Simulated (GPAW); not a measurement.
# How BaAg2As2 absorbs and reflects light, part 2 of 2

Aim: the dielectric function of BaAg2As2, and the optical constants that follow from it.

GPAW 26.7.0; DFT, LDA, plane-wave PAW (GPAW data sets), scalar-relativistic, RPA, optical limit.

So far. Step 2 (Ground state): There are states at the Fermi level within the smearing, so the occupations stay smeared and the carriers get a Drude term.

### 4. Dielectric function, RPA

Local fields let the induced charge screen the field inside the cell, which as a rule lowers ε, most along directions where the density is uneven.

This step: DFT, LDA, plane-wave PAW (GPAW data sets), scalar-relativistic, RPA, optical limit (GPAW 26.7.0).

File df.py:

```python
from gpaw.response.df import DielectricFunction

df = DielectricFunction('full.gpw', frequencies={'type': 'nonlinear', 'domega0': 0.03, 'omega2': 8},
                        ecut=50,
                        eta=0.2,
                        nbands=65,
                        rate=0.05,
                        txt='df.txt')
for direction in ['x', 'z']:
    df.get_dielectric_function(xc='RPA', direction=direction, filename=f'df_{direction}.csv')
```

On the command line:

```console
$ OMP_NUM_THREADS=1 python df.py
```

Numbers of over 12 decimals in the logs are rounded to 6 here.

Output:

```text
Using integrator: PointIntegrator
NonLinearFrequencyDescriptor(from 0.000 to 78.754 eV, 518 points)
Nonperiodic BCs:  [False False False]
Using integrator: PointIntegrator
NonLinearFrequencyDescriptor(from 0.000 to 78.754 eV, 518 points)
Nonperiodic BCs:  [False False False]
Using integrator: PointIntegrator

Calculating chi0 body with:
    Ground state adapter containing:
    Number of spins: 1
    Number of kpoints: 1728
    Number of irreducible kpoints: 163
    Number of completely occupied states: 25
    Number of partially occupied states: 29

    Linear response parametrization:
    q_c: [0.0, 0.0, 0.0]
    Number of frequency points: 518
    Planewave cutoff: 50.0
    Number of bands: 65
    Number of planewaves: 103
    Broadening (eta): 0.2

Integrating chi0 body.

Symmetries of q_c:
    Direct symmetries (Uq -> q): 16
    Indirect symmetries (TUq -> q): 0
In total 16 allowed symmetries.

163 groups of equivalent kpoints. 90.567130% reduction.

Integral kind: spectral function

Calculating chi0 optical extensions with:
    Ground state adapter containing:
    Number of spins: 1
    Number of kpoints: 1728
    Number of irreducible kpoints: 163
    Number of completely occupied states: 25
    Number of partially occupied states: 29

    Linear response parametrization:
    Number of frequency points: 518
    Planewave cutoff: 50.0
    Number of bands: 65
    Number of planewaves: 103
    Broadening (eta): 0.2
Integrating chi0 head and wings.

Symmetries of q_c:
    Direct symmetries (Uq -> q): 16
    Indirect symmetries (TUq -> q): 0
In total 16 allowed symmetries.

163 groups of equivalent kpoints. 90.567130% reduction.

Integral kind: spectral function wings

Calculating drude chi0 with:
    Number of frequency points:518
    Plasma frequency decay rate: 0.05 eV

    Ground state adapter containing:
    Number of spins: 1
    Number of kpoints: 1728
    Number of irreducible kpoints: 163
    Number of completely occupied states: 25
    Number of partially occupied states: 29

Symmetries of q_c:
    Direct symmetries (Uq -> q): 16
    Indirect symmetries (TUq -> q): 0
In total 16 allowed symmetries.

163 groups of equivalent kpoints. 90.567130% reduction.

Integral kind: intraband
Plasma frequency:
[[2.44-0.j 0.  +0.j 0.  -0.j]
 [0.  +0.j 2.44-0.j 0.  -0.j]
 [0.  -0.j 0.  -0.j 3.92+0.j]]
```

The job ended after 3.8 min (1 thread of Arm Neoverse V1, shared host; peak memory 0.62 GiB).

Sum at mesh points, not converged in k. Table of Im ε by photon energy; read off at these points:

| photon energy (eV) | E ∥ x | E ∥ z |
| --- | --- | --- |
| 0.50 | 16.5 | 45.2 |
| 1.00 | 7.64 | 32.4 |
| 1.50 | 8.93 | 23.1 |
| 1.59 | 9.20 | 20.9 |
| 2.00 | 8.39 | 13.8 |
| 2.50 | 10.3 | 9.69 |
| 3.00 | 10.3 | 9.43 |
| 3.50 | 10.1 | 7.82 |
| 4.00 | 9.20 | 6.53 |
| 4.50 | 9.23 | 6.11 |
| 5.00 | 7.03 | 5.87 |
| 5.50 | 6.25 | 5.76 |
| 6.00 | 5.42 | 5.10 |
| 6.50 | 4.99 | 4.64 |
| 7.00 | 4.38 | 4.00 |
| 7.50 | 3.75 | 3.60 |
| 8.00 | 3.39 | 3.06 |
| 8.50 | 2.94 | 2.46 |
| 9.00 | 2.54 | 2.08 |
| 9.50 | 2.20 | 1.75 |
| 10.00 | 1.75 | 1.49 |
| 10.50 | 1.47 | 1.38 |
| 11.00 | 1.33 | 1.23 |
| 11.50 | 1.09 | 1.07 |
| 12.00 | 0.958 | 0.936 |
| 12.50 | 0.918 | 0.952 |
| 13.00 | 0.880 | 0.852 |
| 13.50 | 0.879 | 0.819 |
| 14.00 | 0.821 | 0.783 |
| 14.50 | 0.841 | 0.841 |
| 15.00 | 0.844 | 0.859 |
| 15.50 | 0.916 | 0.864 |
| 16.00 | 0.949 | 0.822 |
| 16.50 | 0.893 | 0.791 |
| 17.00 | 0.853 | 0.748 |
| 17.50 | 0.884 | 0.793 |
| 18.00 | 0.864 | 0.790 |
| 18.50 | 0.866 | 0.747 |
| 19.00 | 0.869 | 0.777 |
| 19.50 | 0.796 | 0.787 |
| 20.00 | 0.721 | 0.725 |

Values under 1 per cm are given as 1; sum at mesh points, not converged in k. Absorption coefficient against photon energy:

```csv
photon energy (eV),E ∥ x (1/cm),E ∥ z (1/cm)
1.01,1.4e5,4.2e5
1.99,2.7e5,6.2e5
3.02,5.4e5,6.9e5
3.98,7.7e5,7.6e5
4.98,1.0e6,8.8e5
6.02,1.1e6,1.1e6
6.99,1.2e6,1.2e6
8.03,1.3e6,1.3e6
9.02,1.3e6,1.2e6
10.03,1.2e6,1.1e6
11.03,1.1e6,1.1e6
12.02,9.5e5,9.2e5
13.00,8.6e5,8.7e5
14.04,7.9e5,7.7e5
14.96,7.9e5,8.2e5
16.03,9.2e5,8.6e5
16.96,9.0e5,8.3e5
18.05,9.7e5,9.1e5
18.97,1.1e6,9.3e5
20.06,1.0e6,1.0e6
```

Sum at mesh points, not converged in k. Reflectivity at normal incidence against photon energy; read off at these points:

| photon energy (eV) | E ∥ x (%) | E ∥ z (%) |
| --- | --- | --- |
| 1.0 | 31.3 | 62.1 |
| 2.0 | 33.5 | 54.8 |
| 3.0 | 36.8 | 42.7 |
| 4.0 | 36.7 | 36.7 |
| 4.7 | 40.4 | 34.2 |
| 5.0 | 38.5 | 34.4 |
| 6.0 | 36.3 | 36.3 |
| 7.0 | 36.2 | 36.9 |
| 8.0 | 35.6 | 39.3 |
| 9.0 | 34.5 | 37.9 |
| 10.0 | 36.1 | 34.2 |
| 11.0 | 30.4 | 29.7 |
| 12.0 | 24.1 | 22.4 |
| 13.0 | 16.3 | 18.0 |
| 14.0 | 11.5 | 11.6 |
| 15.0 | 8.61 | 9.67 |
| 16.0 | 9.30 | 9.67 |
| 17.0 | 8.48 | 8.30 |
| 18.0 | 8.84 | 8.27 |
| 19.0 | 9.87 | 8.00 |
| 20.0 | 10.6 | 10.3 |

Sum at mesh points, not converged in k. Table of loss function −Im 1/ε at q → 0 by energy loss; read off at these points:

| energy loss (eV) | E ∥ x | E ∥ z |
| --- | --- | --- |
| 0.50 | 0.0432 | 0.0191 |
| 1.00 | 0.0827 | 0.0307 |
| 1.50 | 0.0574 | 0.0410 |
| 2.00 | 0.0634 | 0.0660 |
| 2.50 | 0.0676 | 0.101 |
| 3.00 | 0.0752 | 0.106 |
| 3.50 | 0.0883 | 0.124 |
| 4.00 | 0.102 | 0.152 |
| 4.50 | 0.108 | 0.163 |
| 5.00 | 0.141 | 0.170 |
| 5.50 | 0.159 | 0.173 |
| 6.00 | 0.180 | 0.189 |
| 6.50 | 0.196 | 0.197 |
| 7.00 | 0.213 | 0.225 |
| 7.50 | 0.245 | 0.242 |
| 8.00 | 0.262 | 0.258 |
| 8.50 | 0.294 | 0.307 |
| 9.00 | 0.333 | 0.357 |
| 9.50 | 0.361 | 0.421 |
| 10.00 | 0.427 | 0.513 |
| 10.50 | 0.539 | 0.607 |
| 11.00 | 0.624 | 0.682 |
| 11.50 | 0.764 | 0.801 |
| 12.00 | 0.978 | 1.03 |
| 12.50 | 1.08 | 1.04 |
| 13.00 | 1.13 | 1.17 |
| 13.50 | 1.11 | 1.20 |
| 13.77 | 1.15 | 1.21 |
| 14.00 | 1.13 | 1.19 |
| 14.50 | 1.03 | 1.07 |
| 15.00 | 0.978 | 1.01 |
| 15.50 | 0.883 | 1.03 |
| 16.00 | 0.904 | 1.06 |
| 16.50 | 0.972 | 1.08 |
| 17.00 | 0.961 | 1.07 |
| 17.50 | 0.939 | 0.985 |
| 18.00 | 0.969 | 1.02 |
| 18.50 | 0.969 | 1.08 |
| 19.00 | 1.01 | 1.02 |
| 19.50 | 1.12 | 1.07 |
| 20.00 | 1.24 | 1.21 |

Sum at mesh points, not converged in k. The Im ε, E ∥ x by photon energy; read off at these points:

```
photon energy (eV)  without local fields  with local fields
               0.5                  16.6               16.5
               1.0                  7.92               7.64
               1.5                  9.54               8.93
               2.0                  9.15               8.39
               2.5                  11.9               10.3
               3.0                  12.6               10.3
               3.5                  12.0               10.1
               4.0                  10.6               9.20
               4.5                  10.1               9.23
               5.0                  7.70               7.03
               5.5                  7.00               6.25
               6.0                  5.87               5.42
               6.5                  5.32               4.99
               7.0                  4.48               4.38
               7.5                  3.77               3.75
               8.0                  3.26               3.39
               8.5                  2.75               2.94
               9.0                  2.32               2.54
               9.5                  1.95               2.20
              10.0                  1.57               1.75
              10.5                  1.37               1.47
              11.0                  1.23               1.33
              11.5                 0.976               1.09
              12.0                 0.909              0.958
              12.5                 0.926              0.918
              13.0                 0.915              0.880
              13.5                 0.992              0.879
              14.0                 0.950              0.821
              14.5                 0.979              0.841
              15.0                  1.12              0.844
              15.5                  1.35              0.916
              16.0                  1.47              0.949
              16.5                  1.55              0.893
              17.0                  1.64              0.853
              17.5                  1.54              0.884
              18.0                  1.39              0.864
              18.5                  1.17              0.866
              19.0                 0.899              0.869
              19.5                 0.777              0.796
              20.0                 0.643              0.721
```

At chosen wavelengths:

| wavelength (nm) | n x | k x | R (%) x | 1/α x | n z | k z | R (%) z | 1/α z |
| --- | --- | --- | --- | --- | --- | --- | --- | --- |
| 800 | 3.24 | 1.411 | 35.1 | 45 nm | 2.89 | 3.799 | 60.9 | 17 nm |
| 532 | 3.22 | 1.521 | 36.0 | 28 nm | 1.99 | 2.582 | 49.0 | 16 nm |
| 450 | 2.94 | 1.641 | 35.5 | 22 nm | 2.07 | 2.264 | 43.1 | 16 nm |
| 405 | 2.89 | 1.797 | 37.1 | 18 nm | 2.06 | 2.268 | 43.2 | 14 nm |
| 365 | 2.72 | 1.859 | 37.1 | 16 nm | 1.87 | 2.179 | 42.4 | 13 nm |
| 248 | 1.79 | 1.966 | 38.5 | 10 nm | 1.68 | 1.749 | 34.4 | 11 nm |
| 193 | 1.47 | 1.702 | 34.6 | 9.0 nm | 1.35 | 1.784 | 38.0 | 8.6 nm |

In reflection the computed colour is light grey: x = 0.322, y = 0.338, luminous reflectivity 43 %.

### 5. What came out

**Reading.** At this level (LDA, RPA) BaAg2As2 is a metal. The mesh is too coarse to trust the carriers' weight, the reflectivity or the colour to better than tens of per cent. In reflection the computed colour is light grey: x = 0.322, y = 0.338, luminous reflectivity 43 %. The carriers' damping of 0.05 eV is typed, not computed; it shapes the response at the lowest energies. Spin-orbit coupling is left out although heavy atoms are present. The curves end at 20 eV, about where the summed bands run out. In this version of GPAW the matrix elements of the optical limit are incomplete, which can lower ε − 1 by up to a tenth where first-row anions or d states rule, and shift it by more in d metals. GPAW's carrier term has the form −ωp²/(ω + i·rate)², which damps like twice the rate and fails at low energy, so the curves leave the lowest energies out. The sum runs over mesh points 0.16 Å⁻¹ apart with no interpolation, so peaks are partly noise of the mesh, and the Drude plasma energy, a sum over the Fermi surface, isn't converged.

[Machine, clock and banner lines and Python warnings are left out of the logs.]

[Logs are printed without paths, hosts, clocks, repeated set-up lines and the standing remarks that a program may print on its own settings, such as how far it seeks lower states.]

[Hosts, paths, dates, database ids (printed as entryN), source tags and the programs' standing remarks are cut or masked in the printed files.]
